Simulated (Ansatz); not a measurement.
## YbAl3 (Pm-3m): from the cell to its phonons

How does YbAl3 (Pm-3m) vibrate, and is this structure a minimum?

Main program and level: Ansatz 0.2.0; DFT PBEsol, scalar-relativistic, plane waves, PAW.

Report form: the programs' logs are mostly left out.

## Step 1: The starting structure

Symmetry: Pm-3m, No. 221, cubic system. Conventional cell: a = 4.292 Å, b = 4.292 Å, c = 4.292 Å, α = 90.00°, β = 90.00°, γ = 90.00°. Nearest to Yb lie 12 Al at 3.03 Å. Nearest to Al lie 4 Yb at 3.03 Å and 8 Al at 3.03 Å. Farther neighbours are not listed.

## Step 2: Bringing the structure to rest

Harmonic phonons are second derivatives at a point where the forces vanish, and they are wanted at zero stress, so atoms and cell are relaxed first.

The input, input.yaml:

```yaml
crystal:
  lattice:
    - [4.2921, 0.0, 0.0]
    - [0.0, 4.2921, 0.0]
    - [0.0, 0.0, 4.2921]
  atoms:
    - { symbol: Yb, position: [0.0, 0.0, 0.0] }
    - { symbol: Al, position: [0.0, 0.5, 0.5] }
    - { symbol: Al, position: [0.5, 0.5, 0.0] }
    - { symbol: Al, position: [0.5, 0.0, 0.5] }
kpoints:
  mp_grid: { grid: [10, 10, 10] }
hamiltonian:
  xc: pbesol
scf:
  occupations: { method: gaussian, width: 0.1 }
output:
  forces: true
  stress: true
  eigenvalues: true
relax:
  adjacent_minimum: "off"
  f_tol: 0.005
  max_steps: 80
  cell: { stress_tol: 0.05 }
```

On the command line:

```
$ ansatz run input.yaml --threads 4 --pin off --max-ram 14336MiB --backend cpu --events-out ev --progress --plain --runs-dir out
```

Wall time 7.1 s (4 threads of Arm Neoverse V2, shared host); peak memory 0.43 GiB; 26 s of CPU time.

The steps of the relaxation:

| step | energy less that of the first step (eV) | largest force component (eV/Å) | pressure (GPa) | volume (Å³) |
| --- | --- | --- | --- | --- |
| 1 | 0.0000 | 0.0000 | -5.13 | 79.07 |
| 2 | -0.0774 | 0.0000 | 3.38 | 70.07 |
| 3 | -0.1056 | 0.0000 | -0.42 | 73.38 |
| 4 | -0.1062 | 0.0000 | -0.03 | 73.00 |
| 5* | -0.1052 | 0.0000 | -0.05 | 73.00 |

Relaxation steps marked * repeat the geometry before them on a plane-wave basis chosen anew for their cell, so energy and pressure can jump there.

Forces are held to the 48 operations that the run works with; a distortion that breaks them can't arise in this run.

| conventional cell, symmetrised | before | after | change |
| --- | --- | --- | --- |
| a (Å) | 4.292 | 4.179 | -2.6 % |
| b (Å) | 4.292 | 4.179 | -2.6 % |
| c (Å) | 4.292 | 4.179 | -2.6 % |
| volume (Å³/atom) | 19.77 | 18.25 | -7.7 % |

The relaxed structure:

```xyz
4
Lattice="4.1794 0.0000 0.0000 0.0000 4.1794 0.0000 0.0000 0.0000 4.1794" Properties=species:S:1:pos:R:3 pbc="T T T"
Yb    0.0000    0.0000    0.0000
Al    0.0000    2.0897    2.0897
Al    2.0897    2.0897    0.0000
Al    2.0897    0.0000    2.0897
```

This step gave:

```
pressure          : -0.04952 GPa
volume per atom   : 18.25 Å³
gap on the k-mesh : 0 eV
```

In this step the volume went from 19.77 to 18.25 Å³/atom.

## Step 3: Relaxing to small forces for the phonons

Phonons need a cell at rest on their own settings, so the relaxation is repeated with tight tolerances on forces and stress on the k mesh and occupations of the first response run.

The input, input.yaml:

```yaml
crystal:
  lattice:
    - [4.1794021647, 0.0, 0.0]
    - [0.0, 4.1794021647, 0.0]
    - [0.0, 0.0, 4.1794021647]
  atoms:
    - { symbol: Yb, position: [0.0, 0.0, 0.0] }
    - { symbol: Al, position: [0.0, 0.5, 0.5] }
    - { symbol: Al, position: [0.5, 0.5, 0.0] }
    - { symbol: Al, position: [0.5, 0.0, 0.5] }
kpoints:
  mp_grid: { grid: [12, 12, 12] }
hamiltonian:
  xc: pbesol
scf:
  occupations: { method: methfessel_paxton, width: 0.2 }
output:
  forces: true
  stress: true
  eigenvalues: true
relax:
  adjacent_minimum: "off"
  f_tol: 0.001
  max_steps: 60
  cell: { stress_tol: 0.01 }
```

Elapsed: 7.4 s, on 4 threads; peak memory 0.43 GiB.

Little changed from the start: no atom moved by 0.005 Å and no cell edge by 0.1 %.

This step gave:

```
pressure        : -0.001558 GPa
volume per atom : 18.20 Å³
```

The forces vanish by symmetry and the pressure is -0.002 GPa, within the tolerances set. The cell now holds 18.20 Å³/atom.

## Step 4: Linear response at the zone centre

The zone centre comes first: it holds the modes that light can see, as far as symmetry allows. No field response is asked, since the mesh shows no gap.

input.yaml, the sections that differ from step 3:

```yaml
crystal:
  lattice:
    - [4.1754655244, 0.0, 0.0]
    - [0.0, 4.1754655244, 0.0]
    - [0.0, 0.0, 4.1754655244]
  atoms:
    - { symbol: Yb, position: [0.0, 0.0, 0.0] }
    - { symbol: Al, position: [0.0, 0.5, 0.5] }
    - { symbol: Al, position: [0.5, 0.5, 0.0] }
    - { symbol: Al, position: [0.5, 0.0, 0.5] }
output:
  eigenvalues: true
phonons:
  method: dfpt
# kpoints, hamiltonian, scf: as in step 3
# relax: removed
```

Wall time 48 s (4 threads); peak memory 1.8 GiB.

This step gave:

```
sum-rule residual before enforcement                    : 1.61e-5 eV/Å²
point group                                             : m-3m
highest optical mode at the zone centre (no LO-TO term) : 267.6 cm⁻¹
lowest optical zone-centre mode                         : 182.1 cm⁻¹
```

Patterns of degenerate modes are one choice out of their space. The modes at Γ (shares of kinetic energy by element, %):

| mode | frequency (cm⁻¹) | symmetry | Yb % | Al % |
| --- | --- | --- | --- | --- |
| 1 | 0.0 | acoustic | 68 | 32 |
| 2 | 0.0 | acoustic | 68 | 32 |
| 3 | 0.0 | acoustic | 68 | 32 |
| 4 | 182.1 | T1u | 20 | 80 |
| 5 | 182.1 | T1u | 20 | 80 |
| 6 | 182.1 | T1u | 20 | 80 |
| 7 | 239.1 | T2u | 0 | 100 |
| 8 | 239.1 | T2u | 0 | 100 |
| 9 | 239.1 | T2u | 0 | 100 |
| 10 | 267.6 | T1u | 12 | 88 |
| 11 | 267.6 | T1u | 12 | 88 |
| 12 | 267.6 | T1u | 12 | 88 |

Displacements in mode 4 (182.1 cm⁻¹), the largest set to 1:
```
Yb1 -0.20 -0.01 -0.01
Al2  1.00  0.01  0.01
Al3  0.14  0.01  0.06
Al4  0.14  0.06  0.01
```

Displacements in mode 10 (267.6 cm⁻¹), the largest set to 1:
```
Yb1 -0.22 -0.03  0.00
Al2 -0.56  0.14 -0.02
Al3  1.00  0.14  0.01
Al4  1.00 -0.08 -0.02
```

Before it was imposed, the acoustic sum rule was missed by 1.6e-5 eV/Å². Small misses are needed for a sound result but don't prove that mesh and cutoff are converged. The lowest optical mode is real, 182 cm⁻¹.

## Step 5: Phonons on a q mesh

Stability and thermal properties need the whole zone. Linear response on a 4×4×4 q mesh gives force constants as far as a supercell of that size would.

input.yaml, as its differences from that of step 4:

```diff
@@ -20 +20,8 @@
   method: dfpt
+  qmesh: [4, 4, 4]
+  temperatures: { t_max: 1000, t_step: 50 }
+  qpath:
+    path:
+      - [[0.0, 0.0, 0.0], [0.0, 0.5, 0.0], [0.5, 0.5, 0.0], [0.0, 0.0, 0.0], [0.5, 0.5, 0.5], [0.0, 0.5, 0.0]]
+      - [[0.5, 0.5, 0.5], [0.5, 0.5, 0.0]]
+    npoints: 10
```

Elapsed: 21 min, on 4 threads; peak memory 6 GiB.

This step gave:

- sum-rule residual before enforcement: 1.92e-5 eV/Å²
- lowest frequency on the path: 0 cm⁻¹
- highest frequency on the path or at a solved wavevector: 288.4 cm⁻¹
- mean frequency: 199.3 cm⁻¹
- Debye temperature (second moment): 391 K
- logarithmic mean frequency: 184.9 cm⁻¹
- lowest mode on the q mesh (acoustic modes at Γ apart): 67.79 cm⁻¹
- zero-point energy per atom: 37.06 meV
- heat capacity at 300 K: 22.96 J/(mol atoms K)
- vibrational entropy at 300 K: 28.96 J/(mol atoms K)

Frequencies (cm⁻¹) solved at each irreducible wavevector; negative means imaginary. Frequencies by wavevector, by row:

| q in reciprocal lattice units | star | mode 1 | mode 2 | mode 3 | mode 4 | mode 10 | mode 11 | mode 12 |
| --- | --- | --- | --- | --- | --- | --- | --- | --- |
| 0 0 0 | 1 | 0 | 0 | 0 | 182.1 | 267.6 | 267.6 | 267.6 |
| 0 0 0.25 | 6 | 67.8 | 67.8 | 89.7 | 181.6 | 259.5 | 265.6 | 265.6 |
| 0 0 -0.5 | 3 | 106.8 | 106.8 | 128.1 | 171.3 | 259.2 | 259.2 | 263.9 |
| 0 0.25 0.25 | 12 | 75.3 | 92.8 | 117.8 | 165.9 | 262.5 | 262.6 | 269 |
| 0 0.25 -0.5 | 12 | 103.9 | 114 | 117.5 | 159.9 | 256.7 | 259.9 | 276.5 |
| 0 -0.5 -0.5 | 3 | 109.5 | 109.5 | 131.3 | 145.1 | 265.5 | 265.5 | 282.7 |
| 0.25 0.25 0.25 | 8 | 87.1 | 87.1 | 128.6 | 163.1 | 266.7 | 273 | 273 |
| 0.25 0.25 -0.5 | 12 | 99.6 | 106.4 | 116.5 | 152.7 | 268.6 | 270 | 283.3 |
| 0.25 -0.5 -0.5 | 6 | 98.1 | 98.1 | 111.5 | 137.2 | 279.5 | 279.5 | 285 |
| -0.5 -0.5 -0.5 | 1 | 85.9 | 85.9 | 85.9 | 124.3 | 288.4 | 288.4 | 288.4 |

Interpolated from a 4×4×4 q mesh. The phonon branches at the labelled points (cm⁻¹):

| point | branch 1 | branch 2 | branch 3 | branch 4 | branch 9 | branch 10 | branch 11 | branch 12 |
| --- | --- | --- | --- | --- | --- | --- | --- | --- |
| Γ | 0 | 0 | 0 | 182 | 239 | 268 | 268 | 268 |
| halfway | 68 | 68 | 90 | 182 | 253 | 260 | 266 | 266 |
| X | 107 | 107 | 128 | 171 | 255 | 259 | 259 | 264 |
| halfway | 104 | 114 | 118 | 160 | 253 | 257 | 260 | 276 |
| M | 110 | 110 | 131 | 145 | 246 | 266 | 266 | 283 |
| halfway | 75 | 93 | 118 | 166 | 258 | 262 | 263 | 269 |
| Γ | 0 | 0 | 0 | 182 | 239 | 268 | 268 | 268 |
| halfway | 87 | 87 | 129 | 163 | 246 | 267 | 273 | 273 |
| R | 86 | 86 | 86 | 124 | 259 | 288 | 288 | 288 |
| halfway | 100 | 106 | 116 | 153 | 245 | 269 | 270 | 283 |
| X | 107 | 107 | 128 | 171 | 255 | 259 | 259 | 264 |
| jump to R | 86 | 86 | 86 | 124 | 259 | 288 | 288 | 288 |
| halfway | 98 | 98 | 112 | 137 | 246 | 280 | 280 | 285 |
| M | 110 | 110 | 131 | 145 | 246 | 266 | 266 | 283 |

Tetrahedra on a 16×16×16 mesh, mean over bins of 5 cm-1. Interpolated from a 4×4×4 q mesh. Table of phonon density of states by wavenumber; read off at these points:

| wavenumber (cm⁻¹) | phonon density of states (1/cm⁻¹/cell) |
| --- | --- |
| 2 | 1.0e-5 |
| 12 | 1.2e-4 |
| 18 | 3.2e-4 |
| 28 | 0.00108 |
| 32 | 0.0016 |
| 42 | 0.00298 |
| 48 | 0.00383 |
| 58 | 0.00634 |
| 62 | 0.00785 |
| 72 | 0.0125 |
| 78 | 0.0158 |
| 88 | 0.0310 |
| 92 | 0.0583 |
| 98 | 0.0858 |
| 102 | 0.0831 |
| 112 | 0.0427 |
| 118 | 0.0440 |
| 122 | 0.0864 |
| 128 | 0.0225 |
| 132 | 0.006 |
| 142 | 0.0169 |
| 148 | 0.0284 |
| 158 | 0.0344 |
| 162 | 0.0394 |
| 172 | 0.0675 |
| 178 | 0.0671 |
| 188 | 0.00853 |
| 198 | 0.0154 |
| 202 | 0.0182 |
| 212 | 0.0186 |
| 218 | 0.0186 |
| 228 | 0.0223 |
| 232 | 0.0549 |
| 242 | 0.189 |
| 248 | 0.172 |
| 258 | 0.0862 |
| 262 | 0.153 |
| 268 | 0.154 |
| 272 | 0.0754 |
| 278 | 0.0709 |
| 288 | 0.0206 |

The partial phonon density of states has structure finer than the step of the table below, so its rows give means over 10 cm⁻¹, whole bins alone (the curve runs from -10 to 307 cm⁻¹). Peaks (cm⁻¹: height): Al 171.3: 0.0677, 245.0: 0.197, 264.9: 0.165; Yb 95.6: 0.0716, 121.5: 0.0723, 264.9: 0.0113.

Phonopy on the run's constants, 13x13x13 mesh, Gaussian sigma 2.3 cm-1. Interpolated from a 4×4×4 q mesh. Table of partial phonon density of states by wavenumber; means over each step; values in 1/cm⁻¹/cell:

| wavenumber (cm⁻¹) | Al | Yb |
| --- | --- | --- |
| 0 | 4.2e-5 | 8.6e-5 |
| 10 | 1.5e-6 | 4.4e-6 |
| 20 | 2.1e-4 | 4.6e-4 |
| 30 | 5.2e-4 | 0.00117 |
| 40 | 6.7e-4 | 0.00159 |
| 50 | 0.00140 | 0.00344 |
| 60 | 0.00199 | 0.00541 |
| 70 | 0.00268 | 0.00807 |
| 80 | 0.00423 | 0.0154 |
| 90 | 0.00681 | 0.0387 |
| 100 | 0.00895 | 0.0689 |
| 110 | 0.00474 | 0.0480 |
| 120 | 0.00310 | 0.0577 |
| 130 | 0.00490 | 0.0159 |
| 140 | 0.0140 | 8.3e-5 |
| 150 | 0.0279 | 4.3e-4 |
| 160 | 0.0362 | 0.00135 |
| 170 | 0.0539 | 0.00339 |
| 180 | 0.0502 | 0.00532 |
| 190 | 0.0127 | 0.00142 |
| 200 | 0.0164 | 4.3e-4 |
| 210 | 0.0185 | 1.7e-4 |
| 220 | 0.0188 | 2.9e-4 |
| 230 | 0.0409 | 3.9e-4 |
| 240 | 0.143 | 0.00159 |
| 250 | 0.130 | 0.00232 |
| 260 | 0.119 | 0.00609 |
| 270 | 0.104 | 0.00705 |
| 280 | 0.0621 | 0.00410 |
| 290 | 0.0124 | 0.00108 |
| 300 | 3.6e-6 | 0 |

Harmonic thermodynamic functions per atom, from the density of states. Interpolated from a 4×4×4 q mesh. Thermodynamic functions, by row:

| T (K) | F_vib (meV/atom) | S (J/mol-atom/K) | C_V (J/mol-atom/K) |
| --- | --- | --- | --- |
| 0 | 37.06 | 0 | 0 |
| 50 | 36.8 | 1.892 | 4.694 |
| 100 | 34.34 | 7.935 | 13.32 |
| 200 | 19.57 | 20.04 | 20.81 |
| 300 | -6.07 | 28.96 | 22.96 |
| 400 | -39.72 | 35.7 | 23.8 |
| 500 | -79.59 | 41.06 | 24.2 |
| 600 | -124.5 | 45.49 | 24.42 |
| 700 | -173.7 | 49.27 | 24.56 |
| 800 | -226.5 | 52.55 | 24.65 |
| 900 | -282.5 | 55.46 | 24.71 |
| 1000 | -341.3 | 58.06 | 24.75 |

Harmonic mean-square displacement, third of the trace. Interpolated from a 4×4×4 q mesh. Mean square displacements, by row:

| T (K) | Yb1 U_eq (Å²) | Al2 U_eq (Å²) | Al3 U_eq (Å²) | Al4 U_eq (Å²) |
| --- | --- | --- | --- | --- |
| 0 | 9.30e-4 | 0.00298 | 0.00298 | 0.00298 |
| 100 | 0.00163 | 0.00361 | 0.00361 | 0.00361 |
| 300 | 0.00431 | 0.00747 | 0.00747 | 0.00747 |
| 600 | 0.00851 | 0.01422 | 0.01422 | 0.01422 |

Symmetry leaves 10 wavevectors to solve. The lowest mode among them, the acoustic zeros apart, lies at q = (0, 0, 0.25) and is real, 67.8 cm⁻¹.

## Step 6: What came out

```
space group after relaxation (within 0.01 Å)            : Pm-3m
volume per atom                                         : 18.2 Å³
electronic character                                    : no gap on this mesh
highest optical mode at the zone centre (no LO-TO term) : 268 cm⁻¹
lowest optical zone-centre mode                         : 182 cm⁻¹
lowest mode on the q mesh (acoustic modes at Γ apart)   : 67.8 cm⁻¹
highest frequency on the path or at a solved wavevector : 288 cm⁻¹
zero-point energy per atom                              : 37.1 meV
heat capacity at 300 K                                  : 23.0 J/(mol atoms K)
vibrational entropy at 300 K                            : 29.0 J/(mol atoms K)
Debye temperature (second moment)                       : 391 K
imaginary modes on the 4×4×4 q mesh                     : none
```

In words: The structure is a minimum as far as tested: no mode is imaginary at the 10 irreducible wavevectors of the 4×4×4 mesh, and the softest away from the acoustic zeros lies at 68 cm⁻¹. The optical modes at Γ span 182 to 268 cm⁻¹. The highest mode in this list at Γ, 267.6 cm⁻¹, is mostly motion of Al (88 % of the kinetic energy). With no gap, or one that is small against the smearing, the frequencies hang on the k mesh and the smearing, most of all near Kohn anomalies. The phonon runs are without spin polarisation, although the cell has an odd electron count. The 4f shell is treated without a U, so valence and screening may be off. Spin-orbit coupling is left out, which can matter for the heavy elements here. A phonon run warned that its eigensolver left some bands unconverged in a pass. These are harmonic frequencies at zero temperature: anharmonic shifts, linewidths and thermal expansion are left out.

[Logs are printed without paths, hosts, clocks, repeated set-up lines and the standing remarks that a program may print on its own settings, such as how far it seeks lower states.]

[Hosts, paths, dates, database ids (printed as entryN), source tags and the programs' standing remarks are cut or masked in the printed files.]
